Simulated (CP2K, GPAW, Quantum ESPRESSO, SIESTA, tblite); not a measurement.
# CP2K runs on amorphous carbon (160 atoms)

Aim: run amorphous carbon (160 atoms) in CP2K and see how near its forces come to a plane-wave reference, and at what cost.

Method: the method is named at each step, in CP2K 2026.2.

### 1. The starting structure

The cell holds 160 atoms: 160 C. Cell: a = 9.922 Å, b = 9.922 Å, c = 9.922 Å, α = 90.0°, β = 90.0°, γ = 90.0°. 160 atoms (160 C) placed at random at 3.27 g/cm³, melted at 6000 K for 10 ps at fixed volume with the LCBOP (Los and Fasolino, Phys. Rev. B 68, 024107 (2003)). Quenched from 6000 K to 300 K at 500 K/ps and fixed volume, held 5 ps. Then every atom was moved at random, 0.02 Å r.m.s. a Cartesian component.

The yardstick, on the same geometry:

| Property | Result |
| --- | --- |
| method | Kohn-Sham DFT, PBE, SSSP efficiency 1.3.0 pseudopotentials, plane waves (Quantum ESPRESSO 7.5); sssp-pbe-1.3.0-efficiency, cutoffs 45/360 Ry, Γ point |
| r.m.s. force component | 1.906 eV/Å |
| longest force | 8.371 eV/Å |
| pressure | 62.9 GPa |
| time | 2.5 min on 4 MPI ranks of Arm Neoverse V1, shared host |
| CPU time | 10 min |

### 2. PBE, DZVP-UZH, 450/50 Ry, diagonalisation

Method: Kohn-Sham DFT, PBE, GTH-PBE pseudopotentials, Gaussian and plane waves, DZVP-MOLOPT (UZH set), diagonalisation.

input.inp reads:

```
&GLOBAL
  PROJECT cell
  RUN_TYPE ENERGY_FORCE
  PRINT_LEVEL LOW
&END GLOBAL
&FORCE_EVAL
  METHOD QS
  STRESS_TENSOR ANALYTICAL
  &DFT
    BASIS_SET_FILE_NAME BASIS_MOLOPT_UZH
    POTENTIAL_FILE_NAME POTENTIAL_UZH
    &MGRID
      CUTOFF 450
      REL_CUTOFF 50
    &END MGRID
    &QS
      EPS_DEFAULT 1.0E-12
    &END QS
    &SCF
      SCF_GUESS ATOMIC
      EPS_SCF 5.0E-06
      MAX_SCF 200
      ADDED_MOS 72
      &DIAGONALIZATION
        ALGORITHM STANDARD
      &END DIAGONALIZATION
      &SMEAR ON
        METHOD FERMI_DIRAC
        ELECTRONIC_TEMPERATURE [K] 580
      &END SMEAR
      &MIXING
        METHOD BROYDEN_MIXING
        ALPHA 0.15
        NBROYDEN 12
      &END MIXING
      &PRINT
        &RESTART OFF
        &END RESTART
      &END PRINT
    &END SCF
    &XC
      &XC_FUNCTIONAL PBE
      &END XC_FUNCTIONAL
    &END XC
    &PRINT
      &MULLIKEN ON
      &END MULLIKEN
      &HIRSHFELD ON
        SHAPE_FUNCTION DENSITY
      &END HIRSHFELD
      &MO ON
        EIGENVALUES T
        OCCUPATION_NUMBERS T
        MO_INDEX_RANGE 309 332
        &EACH
          QS_SCF 0
        &END EACH
        ADD_LAST NUMERIC
      &END MO
    &END PRINT
  &END DFT
  &SUBSYS
    &CELL
      A 9.92200 0.00000 0.00000
      B 0.00000 9.92200 0.00000
      C 0.00000 0.00000 9.92200
    &END CELL
    &COORD
      SCALED
      C 0.70898 0.25724 0.82340
      C 0.81759 0.02977 0.67082
      C 0.51998 0.88749 0.13727
      C 0.42169 0.91638 0.72285
      C 0.15680 0.05738 0.72706
      C 0.78128 0.56037 0.47899
      C 0.42222 0.53393 0.69519
      C 0.26096 0.44944 0.84200
      C 0.29541 0.27867 0.69106
      C 0.13188 0.81175 0.02518
      C 0.55822 0.07303 0.00028
      C 0.43598 0.75871 0.42186
      C 0.28212 0.97941 0.24031
      C 0.84142 0.36578 0.28396
      C 0.60524 0.39357 0.34852
      C 0.13413 0.14084 0.46946
      C 0.42321 0.67099 0.74962
      C 0.87762 0.78881 0.92160
      C 0.11500 0.01481 0.94264
      C 0.50224 0.03355 0.51839
      C 0.44129 0.55342 0.30587
      C 0.63224 0.13909 0.78643
      C 0.81922 0.59652 0.24089
      C 0.70634 0.34173 0.27147
      C 0.87294 0.67763 0.49582
      C 0.30164 0.20906 0.31657
      C 0.66842 0.60827 0.92239
      C 0.55099 0.75653 0.16659
      C 0.43411 0.23148 0.28522
      C 0.65241 0.25641 0.17689
      C 0.94921 0.18411 0.99449
      C 0.14134 0.31801 0.03447
      C 0.64535 0.59729 0.44013
      C 0.78664 0.00145 0.98608
      C 0.06485 0.89210 0.58306
      C 0.19343 0.34584 0.77057
      C 0.80033 0.54341 0.75120
      C 0.78330 0.43713 0.55472
      C 0.76739 0.88616 0.47761
      C 0.38793 0.19966 0.76976
      C 0.74035 0.20945 0.08394
      C 0.25117 0.43050 0.35237
      C 0.84707 0.24989 0.77984
      C 0.26375 0.61300 0.03299
      C 0.19065 0.95554 0.62877
      C 0.88951 0.49643 0.30589
      C 0.03344 0.51818 0.31832
      C 0.70078 0.78092 0.71876
      C 0.21945 0.63118 0.16379
      C 0.47848 0.02509 0.65766
      C 0.30037 0.92628 0.53989
      C 0.34370 0.18991 0.00189
      C 0.58914 0.28425 0.58810
      C 0.05765 0.46017 0.54446
      C 0.46888 0.29600 0.51889
      C 0.19806 0.19451 0.23594
[... 100 atom lines left out ...]
      C 0.28672 0.29994 0.06292
      C 0.46725 0.16579 0.05583
      C 0.06362 0.24722 0.94582
      C 0.97954 0.83940 0.67389
    &END COORD
    &KIND C
      BASIS_SET DZVP-MOLOPT-PBE-GTH-q4
      POTENTIAL GTH-PBE-q4
    &END KIND
  &END SUBSYS
  &PRINT
    &FORCES ON
    &END FORCES
    &STRESS_TENSOR ON
    &END STRESS_TENSOR
  &END PRINT
&END FORCE_EVAL
```

The run is started by

```sh
> OMP_NUM_THREADS=1 mpirun -np 4 cp2k.psmp -i input.inp > output.txt
```

Numbers of over 12 decimals in the logs are rounded to 6 here.

The program printed:

```text
CP2K| version string:                                       CP2K version 2026.2
 CP2K| Input file name                                                 input.inp
 GLOBAL| Basis set file name                                    BASIS_MOLOPT_UZH
 GLOBAL| Potential file name                                       POTENTIAL_UZH
 GLOBAL| Run type                                                   ENERGY_FORCE
 GLOBAL| Total number of message passing processes                             4
 GLOBAL| Number of threads for this process                                    1
 TOTAL NUMBERS AND MAXIMUM NUMBERS
  Total number of            - Atomic kinds:                                   1
                             - Atoms:                                        160
                             - Shell sets:                                   160
                             - Shells:                                       800
                             - Primitive Cartesian functions:                800
                             - Cartesian basis functions:                   2240
                             - Spherical basis functions:                   2080
  Maximum angular momentum of- Orbital basis functions:                        2
                             - Local part of the GTH pseudopotential:          2
                             - Non-local part of the GTH pseudopotential:      0
 SCF PARAMETERS         Density guess:                                    ATOMIC
                        max_scf:                                             200
                        eps_scf:                                        5.00E-06
                        added MOs                                        72    0
                        Mixing method:                            BROYDEN_MIXING
                                                charge density mixing in g-space
                        Smear method:                                FERMI_DIRAC
                        Electronic temperature [K]:                        580.0
                        Electronic temperature [a.u.]:                  1.84E-03
                        Accuracy threshold:                             1.00E-10
 Extrapolation method: initial_guess
 Number of electrons:                                                        640
 Number of occupied orbitals:                                                320
 Number of molecular orbitals:                                               392
 Number of orbital functions:                                               2080
 Number of independent orbital functions:                                   2080
 SCF WAVEFUNCTION OPTIMIZATION
  Step     Update method      Time    Convergence         Total energy    Change
     1 NoMix/Diag. 0.15E+00   10.6     0.75917476      -928.2248331617 -9.28E+02
     2 Broy./Diag. 0.15E+00   14.1     0.12093607      -830.4509396264  9.78E+01
     3 Broy./Diag. 0.15E+00   14.1     0.26847792      -872.2245571825 -4.18E+01
     4 Broy./Diag. 0.15E+00   14.1     0.12422134      -898.9100972816 -2.67E+01
[...]
17 Broy./Diag. 0.15E+00   14.1     0.00000677      -904.0232211994 -4.29E-04
    18 Broy./Diag. 0.15E+00   14.1     0.00000429      -904.0233171858 -9.60E-05
  *** SCF run converged in    18 steps ***
  Electronic density on regular grids:       -640.0000000000        0.0000000000
  Core density on regular grids:              639.9999999994       -0.0000000006
  Total charge density on r-space grids:       -0.0000000005
  Total charge density g-space grids:          -0.0000000005
  Overlap energy of the core charge distribution:               7.68965e-05
  Self energy of the core charge distribution:              -2133.074689
  Core Hamiltonian energy:                                    696.939933
  Hartree energy:                                             819.287438
  Exchange-correlation energy:                               -287.164307
  Electronic entropic energy:                                  -0.011769
  Fermi energy:                                                 0.388463
  Total energy:                                              -904.023317
  Total energy (extrapolated to T->0):                       -904.017433
 MO| EIGENVALUES AND OCCUPATION NUMBERS
 MO|
 MO|  Index      Eigenvalue [a.u.]        Eigenvalue [eV]             Occupation
 MO|    309               0.363166               9.882247               1.999998
 MO|    310               0.364465               9.917584               1.999996
 MO|    311               0.365870               9.955817               1.999991
[...]
MO|    331               0.416518              11.334045               0.000000
 MO|    332               0.420421              11.440242               0.000000
 MO| Sum:                                                             640.000000
 MO| E(Fermi):            0.388463 a.u.         10.570621 eV
 !-----------------------------------------------------------------------------!
                     Mulliken Population Analysis
 #  Atom  Element  Kind  Atomic population                           Net charge
       1     C        1          4.034635                             -0.034635
       2     C        1          3.988531                              0.011469
       3     C        1          3.978868                              0.021132
[...]
159     C        1          3.986286                              0.013714
     160     C        1          4.017762                             -0.017762
 # Total charge                            640.000000                  0.000000
 !-----------------------------------------------------------------------------!
 !-----------------------------------------------------------------------------!
                           Hirshfeld Charges
  #Atom  Element  Kind  Ref Charge     Population                    Net charge
      1       C      1       4.000          4.000                        -0.000
      2       C      1       4.000          4.010                        -0.010
      3       C      1       4.000          3.980                         0.020
[...]
159       C      1       4.000          3.996                         0.004
    160       C      1       4.000          3.992                         0.008
  Total Charge                                                           -0.000
 !-----------------------------------------------------------------------------!
 ENERGY| Total FORCE_EVAL ( QS ) energy [hartree]           -904.023422
 FORCES| Atomic forces [hartree/bohr]
 FORCES|   Atom     x               y               z               |f|
 FORCES|      1 -1.65173570E-02  1.61408821E-02 -2.34242724E-02   3.28944934E-02
 FORCES|      2  2.26185948E-03  3.26545331E-02  2.90684225E-03   3.28615926E-02
 FORCES|      3  7.02474334E-03  1.02334496E-02  5.44037235E-04   1.24244310E-02
[...]
FORCES|    159 -2.27540971E-03 -3.72274809E-02  3.72025102E-02   5.26791191E-02
 FORCES|    160 -7.68087208E-02 -6.82839789E-02  6.65204666E-03   1.02988014E-01
 FORCES| Sum    -1.04851810E-04  5.84113670E-06  7.44913911E-05
 FORCES| Total atomic force                                       1.28751654E-04
 STRESS| Analytical stress tensor [bar]
 STRESS|                        x                   y                   z
 STRESS|      x        6.71222461221E+05   3.58202821847E+04   5.02922703123E+04
 STRESS|      y        3.58202821847E+04   6.58305248699E+05   7.25829825444E+04
 STRESS|      z        5.02922703123E+04   7.25829825444E+04   6.22104231675E+05
 STRESS| 1/3 Trace                                             6.50543980532E+05
```

It took 4.9 min on 4 MPI ranks of Arm Neoverse V1, shared host; peak memory 3.2 GiB.

Banners, paths, timers and routine set-up lines are dropped from the logs unmarked, and long logs keep their key lines alone; longer cuts are marked.

Against the reference:

```yaml
r_m_s_force_component: 1.937 eV/Å
r_m_s_difference_of_force_components: 44.81 meV/Å
longest_difference_of_force_vectors: 187.8 meV/Å
force_difference_over_r_m_s_force: 2.351 %
slope_of_forces_against_the_reference_s: 1.016
correlation_of_force_components: 0.9999
pressure: 65.05 GPa
pressure_difference: 2.158 GPa
```

The surroundings of C51, whose charge lies farthest from its element's mean, nearest first, numbered as they follow in the input and with coordinates relative to it.

```csv
atom,x,y,z,distance (Å),bonds,Hirshfeld charge (e),Fx,Fy,Fz (eV/Å)
C51,0.00,0.00,0.00,0.00,3,0.04,-2.38,-2.74,2.09
C110,0.81,0.75,-0.82,1.38,3,-0.02,1.80,1.79,-1.68
C45,-1.09,0.29,0.88,1.43,3,-0.01,-2.15,2.28,-0.21
C135,0.58,-1.46,0.01,1.57,4,0.01,-0.47,1.94,-0.78
C4,1.20,-0.10,1.82,2.18,3,0.01,-0.04,-0.99,-1.19
C20,2.00,1.06,-0.21,2.28,3,-0.01,-1.19,-1.12,0.31
C50,1.77,0.98,1.17,2.33,3,0.01,0.52,0.16,2.17
C78,1.49,-1.42,1.21,2.38,4,0.00,0.56,0.35,-0.71
C35,-2.34,-0.34,0.43,2.40,3,-0.02,4.00,2.96,2.04
C90,-2.21,-0.19,-0.96,2.41,3,0.00,0.87,-0.68,-1.47
C12,1.35,-1.66,-1.17,2.44,3,-0.03,0.79,2.71,2.87
C98,0.92,0.73,-2.21,2.50,3,0.00,2.46,0.48,2.04
C99,-0.47,-2.46,0.18,2.51,4,0.00,0.76,-0.27,1.79
```

Forces lie 2.4 % from the reference's, at 2.0 times its CPU time.

### 3. PBE, SZV-MOLOPT-SR, 450/50 Ry, diagonalisation

Method: Kohn-Sham DFT, PBE, GTH-PBE pseudopotentials, Gaussian and plane waves, SZV-MOLOPT-SR-GTH, diagonalisation.

Edit input.inp of step 2 so:

```diff
@@ -9,4 +9,4 @@
   &DFT
-    BASIS_SET_FILE_NAME BASIS_MOLOPT_UZH
-    POTENTIAL_FILE_NAME POTENTIAL_UZH
+    BASIS_SET_FILE_NAME BASIS_MOLOPT
+    POTENTIAL_FILE_NAME GTH_POTENTIALS
     &MGRID
@@ -68,7 +68,30 @@
     &COORD
-      SCALED
-[... 160 atom lines left out: the same atoms as in the first run ...]
+      C 7.03450 2.55234 8.16977
+      C 8.11213 0.29538 6.65588
+      C 5.15924 8.80568 1.36199
+      C 4.18401 9.09232 7.17212
+      C 1.55577 0.56932 7.21389
+      C 7.75186 5.55999 4.75254
+      C 4.18927 5.29765 6.89768
+      C 2.58925 4.45934 8.35432
+      C 2.93106 2.76496 6.85670
+      C 1.30851 8.05418 0.24984
+      C 5.53866 0.72460 0.00278
+      C 4.32579 7.52792 4.18569
+      C 2.79919 9.71771 2.38436
+      C 8.34857 3.62927 2.81745
+      C 6.00519 3.90500 3.45802
+      C 1.33084 1.39741 4.65798
+      C 4.19909 6.65756 7.43773
+      C 8.70775 7.82657 9.14412
+      C 1.14103 0.14694 9.35287
+      C 4.98323 0.33288 5.14347
+[... 136 atom lines left out ...]
+      C 2.84484 2.97600 0.62429
+      C 4.63605 1.64497 0.55395
+      C 0.63124 2.45292 9.38443
+      C 9.71900 8.32853 6.68634
     &END COORD
     &KIND C
-      BASIS_SET DZVP-MOLOPT-PBE-GTH-q4
+      BASIS_SET SZV-MOLOPT-SR-GTH-q4
       POTENTIAL GTH-PBE-q4
```

The run is started by

```sh
> OMP_NUM_THREADS=2 cp2k.psmp -i input.inp > output.txt
```

The program printed:

```text
CP2K| version string:                                       CP2K version 2026.2
 CP2K| Input file name                                                 input.inp
 GLOBAL| Basis set file name                                        BASIS_MOLOPT
 GLOBAL| Potential file name                                      GTH_POTENTIALS
[... lines left out ...]
 Number of electrons:                                                        640
[... lines left out ...]
  Step     Update method      Time    Convergence         Total energy    Change
[... lines left out ...]
  *** SCF run converged in    18 steps ***
[... lines left out ...]
  Fermi energy:                                                 0.422904
  Total energy:                                              -899.712840
  Total energy (extrapolated to T->0):                       -899.707172
[... lines left out ...]
 MO| E(Fermi):            0.422904 a.u.         11.507812 eV
[... lines left out ...]
 ENERGY| Total FORCE_EVAL ( QS ) energy [hartree]           -899.712984
[... lines left out ...]
 FORCES|      1 -2.30443404E-02  2.75135407E-02 -2.98053538E-02   4.66518560E-02
 FORCES|      2  3.80614802E-03  4.45032883E-02 -6.13121540E-04   4.46699602E-02
 FORCES|      3  7.28749504E-03  1.22076646E-02 -2.77461281E-03   1.44856182E-02
[...]
FORCES|    159 -1.10587317E-02 -3.88126845E-02  4.59936092E-02   6.11893137E-02
 FORCES|    160 -9.08599080E-02 -8.52914634E-02  7.76982256E-03   1.24862031E-01
 FORCES| Sum    -2.69485076E-04 -1.47095446E-04 -3.69098746E-04
 FORCES| Total atomic force                                       4.80097033E-04
 STRESS| Analytical stress tensor [bar]
 STRESS|                        x                   y                   z
 STRESS|      x        8.69816247228E+05   5.05012172995E+04   5.61285637131E+04
 STRESS|      y        5.05012172995E+04   8.46310133499E+05   9.65611626971E+04
 STRESS|      z        5.61285637131E+04   9.65611626971E+04   8.02453672996E+05
 STRESS| 1/3 Trace                                             8.39526684574E+05
```

Wall time 3 min (2 threads); peak memory 1.9 GiB.

Against the reference:

* r.m.s. force component: 2.475 eV/Å
* r.m.s. difference of force components: 616.7 meV/Å
* longest difference of force vectors: 2336 meV/Å
* force difference over r.m.s. force: 32.36 %
* slope of forces against the reference's: 1.291
* correlation of force components: 0.994
* pressure: 83.95 GPa
* pressure difference: 21.06 GPa

This is a coarse setting, run to see what it loses.

Against the first run (2.4 %), the force difference from the reference is 32 %, at 0.29 times the CPU time (on 2 against 4 cores), with 640 basis functions against 2080; this set comes with other potentials too, so the change isn't the basis's alone.

[end of part 1 of 2]

[Also dropped from logs without a mark: logging warnings of Python, and SIESTA's first energy breakdown and zero terms.]

[Logs are printed without paths, hosts, clocks, repeated set-up lines and the standing remarks that a program may print on its own settings, such as how far it seeks lower states.]

[Hosts, paths, dates, database ids (printed as entryN), source tags and the programs' standing remarks are cut or masked in the printed files.]
